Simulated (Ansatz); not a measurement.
# SrCu2Pb2, from a guessed structure to a relaxed one, part 2 of 2

Starting from a made-up structure for SrCu2Pb2, the aim is the relaxed cell, its shortest contacts and, where a second run follows, its electronic structure.

Ansatz 0.2.0; DFT, PBEsol, plane-wave PAW, files of the set soft_1, scalar-relativistic, ferromagnetic start, cell and ions relaxed at zero pressure; PAW set soft_1 (the session's first sound run).

So far: Starting point; Relaxation of the guess. The relaxed cell has a = 4.578, c = 11.289 Å (conventional setting).

## Step 3: Bands of the relaxed cell

A second self-consistent run takes a narrower smearing and the mesh shown in its input; the bands follow along the standard path of the relaxed lattice.

This step: DFT, PBEsol, plane-wave PAW, files of the set soft_1, scalar-relativistic, no spin, bands and density of states at the relaxed cell; PAW set soft_1 (Ansatz 0.2.0).

input.yaml reads:

```yaml
crystal:
  lattice:
    - [-2.2888562563, 2.2888562563, 5.6447361418]
    - [2.2888562563, -2.2888562563, 5.6447361418]
    - [2.2888562563, 2.2888562563, -5.6447361418]
  atoms:
    - { symbol: Pb, position: [0.6339573913, 0.6339573913, 0.0] }
    - { symbol: Pb, position: [0.3660426087, 0.3660426087, 0.0] }
    - { symbol: Sr, position: [0.0, 0.0, 0.0] }
    - { symbol: Cu, position: [0.25, 0.75, 0.5] }
    - { symbol: Cu, position: [0.75, 0.25, 0.5] }
kpoints:
  mp_grid: { grid: [10, 10, 10] }
  band_path:
    path:
      - [[0.0, 0.0, 0.0], [-0.5, 0.5, 0.0], [-0.5, 0.5, -0.08220907], [-0.29110454, 0.29110454, -0.29110454], [0.0, 0.0, 0.0], [0.5, 0.5, -0.5], [0.29110454, 0.70889546, -0.70889546], [0.0, 0.5, -0.5], [-0.25, 0.75, -0.25], [0.08220907, 0.91779093, -0.5], [0.5, 0.5, -0.5]]
      - [[-0.5, 0.5, 0.0], [-0.25, 0.75, -0.25]]
    npoints: 7
scf:
  occupations: { method: fermi_dirac, width: 0.03 }
  n_extra_bands: 9
hamiltonian:
  xc: pbesol
  pseudopotentials: { kind: paw, azcp: { folder: soft_1 }, xc_functional: pbe }
output:
  forces: true
  stress: true
  write_bands: true
  dos: { projected: true }
  write_density: true
  write_potential: true
  elf: true
  volumetric_format: npy
```

The run is started by

```console
ansatz run input.yaml --threads 4 --pin off --max-ram 8192MiB --backend cpu --events-out ev --progress --plain --runs-dir out
```

Numbers of over 12 decimals in the logs are rounded to 6 here.

Log:

```text
[...]
Crystal: 5 atoms, lattice volume = 118.288 Å³
Basis set: ecut = 420 eV, 2339 PW (Γ), exchange–correlation on 90×90×90 points (8 copies of the dense FFT grid, shifted against one another)
Bands: 47, of which v1, the nominal top of the filled ones, is band 38 counted from 1 (37 counted from 0)
Symmetry: 16 space group operations
[...]
k-points: 102 of 1000
[...]
SCF iter   1: F=—  HF=-40187.691902 eV  |F-HF|=—  |Δ(HF+E_count)|=         —  Δρ=1.27e-1  dr2=1.84e1  ethr=3.10e-3  ⟨swp⟩=9.3  Hψ=24175  notcnv=0  defer=1
[...]
SCF iter  10: F=-40184.716065 eV  HF=-40184.716065 eV  |F-HF|=1.01e-8  |Δ(HF+E_count)|=   5.18e-8  Δρ=4.78e-6  dr2=3.20e-8  ethr=1.32e-10  ⟨swp⟩=19.9  Hψ=42406  notcnv=0
SCF 1 converged in 10 iterations: F = -40184.716065 eV  dr2 = 3.20e-8
[...]
NSCF: frozen V_eff on 79 k-points
SCF converged after 10 iterations
Free energy (F): -40184.716065 eV
[...]
Internal energy: -40184.712186 eV  (E = F + TS)
E sigma→0 (E₀):  -40184.714126 eV
Entropy (-TS):   -0.003879 eV (-0.776 meV/atom)
Fermi energy:    11.212420 eV
[...]
--- Forces (eV/Å), atoms counted from 1 ---
  atom   1  Pb    -0.00000000     0.00000000     0.02523987
  atom   2  Pb     0.00000000     0.00000000    -0.02523987
  atom   3  Sr    -0.00000000    -0.00000000    -0.00000000
  atom   4  Cu     0.00000000    -0.00000000     0.00000000
  atom   5  Cu     0.00000000    -0.00000000     0.00000000
  max |Σ_I F_I| component: 1.04e-17 eV/Å
--- Stress (GPa, compression-positive) ---
        0.067947      -0.000000      -0.000000
       -0.000000       0.067947       0.000000
       -0.000000      -0.000000      -0.108393
  P = ⅓ Tr σ = 0.0092 GPa (0.092 kbar)
--- Band table (eV; the first three rows and the last of 102) ---
  k-point 0: bands = [... 34 lower, 8.9115, 10.0460, 10.0460, 12.1473, 12.6240, 12.6240, 12.6904, 13.6275, ... 5 higher]
  k-point 1: bands = [... 34 lower, 8.8978, 9.6615, 9.9879, 11.4711, 11.6423, 13.4865, 13.4981, 13.9165, ... 5 higher]
  k-point 2: bands = [... 34 lower, 8.8279, 9.3139, 9.8602, 10.7848, 10.7855, 14.4260, 14.5884, 14.6466, ... 5 higher]
  k-point 101: bands = [... 34 lower, 9.8546, 9.8546, 11.5789, 11.8388, 12.1057, 12.7586, 13.5615, 13.5615, ... 5 higher]
```

Run time: 12 s. Hardware: 4 threads of Arm Neoverse V2, shared host; peak memory 0.76 GiB; 47 s of CPU time.

Numbers from this step:

```
free energy             : -40184.7161 eV
energy at zero smearing : -40184.7141 eV
smearing term TS        : 0.003879 eV
Fermi energy            : 11.21 eV
pressure                : 0.009167 GPa
```

From bands.tsv, the bands that come nearest the Fermi level along the path, at its corners, in eV from the Fermi level:

```tsv
point	band 35	band 36	band 37	band 38	band 39	band 40	band 41	band 42
Γ	-2.30	-1.17	-1.17	0.93	1.41	1.41	1.48	2.42
X	-2.43	-2.17	-2.10	-1.53	-0.96	1.35	3.01	3.61
Y	-2.67	-2.16	-1.96	-1.27	-0.80	1.34	3.27	3.51
S	-2.73	-1.35	-0.41	-0.21	1.76	1.99	2.49	2.80
Γ	-2.30	-1.17	-1.17	0.93	1.41	1.41	1.48	2.42
Z	-1.36	-1.36	0.37	0.63	0.89	1.55	2.35	2.35
S1	-2.73	-1.35	-0.41	-0.21	1.76	1.99	2.49	2.80
N	-2.61	-2.22	-0.20	0.65	1.23	1.31	2.16	2.72
P	-2.28	-2.14	-2.14	-1.26	-1.26	0.71	4.25	4.25
Y1	-2.67	-2.16	-1.96	-1.27	-0.80	1.34	3.27	3.51
Z	-1.36	-1.36	0.37	0.63	0.89	1.55	2.35	2.35
X	-2.43	-2.17	-2.10	-1.53	-0.96	1.35	3.01	3.61
P	-2.28	-2.14	-2.14	-1.26	-1.26	0.71	4.25	4.25
```

States per cell as run, both spins, in windows of 1 eV, from dos.tsv (zero at the Fermi level):

```csv
from,to,total
-8,-7,0.18
-7,-6,0.00
-6,-5,0.00
-5,-4,2.15
-4,-3,9.16
-3,-2,11.55
-2,-1,2.67
-1,0,2.45
0,1,1.54
1,2,1.85
2,3,2.32
3,4,3.85
```

A further 47.8 states lie below the table's range.

Electrostatic potential energy in the ac plane of the conventional cell at fractional y = 0.000, with atoms of Pb and Sr and Cu within 0.2 Å of it. With pseudopotentials it is smooth inside the atoms' cores, unlike the true potential.

Ten even steps from '_' (-65 eV) to '@' (14 eV), each cell a mean:
```
____++%%@@@@@@@@@@@@%%##::__
==**%%@@@@@@@@@@@@@@@@%%##++
%%@@@@@@@@@@@@@@@@@@@@@@@@%%
@@@@@@@@@@@@@@@@@@@@@@@@@@@@
@@@@@@@@@@##++==**%%@@@@@@@@
@@@@@@@@%%==____::**@@@@@@@@
####%%@@%%++....--**@@@@%%##
====**%%@@%%##**##@@@@##++==
++====%%@@@@@@@@@@@@@@**==++
====++%%@@@@@@@@@@@@@@##====
****%%@@@@@@@@@@@@@@@@@@##**
@@@@@@@@@@@@@@@@@@@@@@@@@@@@
%%%%@@@@@@@@@@@@@@@@@@@@@@%%
==++##@@@@@@@@@@@@@@@@%%**++
++==++%%@@@@@@@@@@@@@@**====
++====%%@@@@@@@@@@@@@@**====
==++##@@@@##++==**%%@@%%**==
%%%%@@@@%%==____::**@@@@@@%%
@@@@@@@@%%++....--##@@@@@@@@
@@@@@@@@@@%%##**##@@@@@@@@@@
@@@@@@@@@@@@@@@@@@@@@@@@@@@@
%%%%@@@@@@@@@@@@@@@@@@@@%%%%
::==##%%@@@@@@@@@@@@@@%%**::
____==%%@@@@@@@@@@@@%%##..__
```
Columns run along a (4.6 Å; values clipped at the 3rd and 97th percentile), rows up along c (11.3 Å), edges of the conventional cell, whose origin can differ from the input's. Atoms in or near the plane, at fractional coordinates: Pb at (0.00, 0.63), Pb at (0.00, 0.37), Sr at (0.00, 0.00), Cu at (0.50, 0.25), Cu at (0.50, 0.75).

Valence density in the ac plane of the conventional cell at fractional y = 0.000, with atoms of Pb and Sr and Cu within 0.2 Å of it. It is the smooth field of the valence electrons, not physical close to the nuclei.

Ten steps, logarithmic in the rise over the least value, from '0' (0 e/Å³) to '9' (49 e/Å³), each cell a mean:
```
33210000000133
22100000000012
00000000000000
00000000000000
00000245310000
00001499720000
21101478621011
44210123211134
65310000001245
54210000000134
22100000000012
00000000000000
11000000000001
33100000000123
54310000000245
55310000001245
33111245311123
11001499721001
00001478620000
00000122100000
00000000000000
10000000000001
33100000000123
33310000000233
```
Columns run along a (4.6 Å), rows up along c (11.3 Å), edges of the conventional cell, whose origin can differ from the input's. Atoms in or near the plane, at fractional coordinates: Pb at (0.00, 0.63), Pb at (0.00, 0.37), Sr at (0.00, 0.00), Cu at (0.50, 0.25), Cu at (0.50, 0.75).

ELF in the ac plane of the conventional cell at fractional y = 0.000, with atoms of Pb and Sr and Cu within 0.2 Å of it. It is the smooth field of the valence electrons, not physical close to the nuclei.

Ten even steps from '_' (0.01) to '@' (0.84), each cell a mean:
```
++%%@@++____....____::%%@@**
@@%%**..__..::::..____--##@@
--::..__..::------::..__..--
____..::::::::::::::::..____
....::::::..::::....::::....
::::::::....++**::..::::::::
====----::..--==::..::----==
::--==----::......::--==--::
__..======--::::--======::__
..::========------======--..
==========--::::::--========
----------::......::--------
----==----::......::--==----
--========--::::--========--
__..========------======--__
__..====--::::::::--====::__
----==--::..::::..::----==--
------::....==**::..::------
::::::::....--==::..::::::::
__....::::::......::::::....
______..::::::::::::::..____
**==::__..::----::..__..--++
@@@@%%--____..::..__..++@@@@
::##@@**______..____--@@@@==
```
Columns run along a (4.6 Å), rows up along c (11.3 Å), edges of the conventional cell, whose origin can differ from the input's. Atoms in or near the plane, at fractional coordinates: Pb at (0.00, 0.63), Pb at (0.00, 0.37), Sr at (0.00, 0.00), Cu at (0.50, 0.25), Cu at (0.50, 0.75).

## Step 4: What came out

| Quantity | Value |
| --- | --- |
| space group, relaxed | I4/mmm |
| conventional cell | a = 4.578, b = 4.578, c = 11.289 Å; α = 90.0°, β = 90.0°, γ = 90.0° |
| volume per atom | 23.66 Å³ (guess 24.84) |
| total moment | 0.00 μB in the cell of 5 atoms |

SrCu2Pb2 relaxes to I4/mmm with a = 4.578, b = 4.578 and c = 11.289 Å. The guessed volume was 5 % too large. The space group I4/mmm was held in the relaxation, so the end point is a stationary structure within it and may be a saddle against distortions or other arrangements. The moments died out from this one start and weren't seeded again at the relaxed cell. Bands cross the Fermi level, so it is a metal or semimetal at this level. On the 10×10×10 mesh with the narrower smearing (relaxed on 8×8×8) the largest force component is 0.025 eV/Å and the largest stress component is 0.108 GPa, against the relaxation's thresholds of 0.015 eV/Å and 0.05 GPa. The cutoff wasn't tested. Spin-orbit coupling is left out, which can matter for elements this heavy. No dispersion term is used, so weakly bound directions may come out too long. Nothing here tests whether the compound is stable against decomposition.

[Logs are printed without paths, hosts, clocks, repeated set-up lines and the standing remarks that a program may print on its own settings, such as how far it seeks lower states.]

[Hosts, paths, dates, database ids (printed as entryN), source tags and the programs' standing remarks are cut or masked in the printed files.]
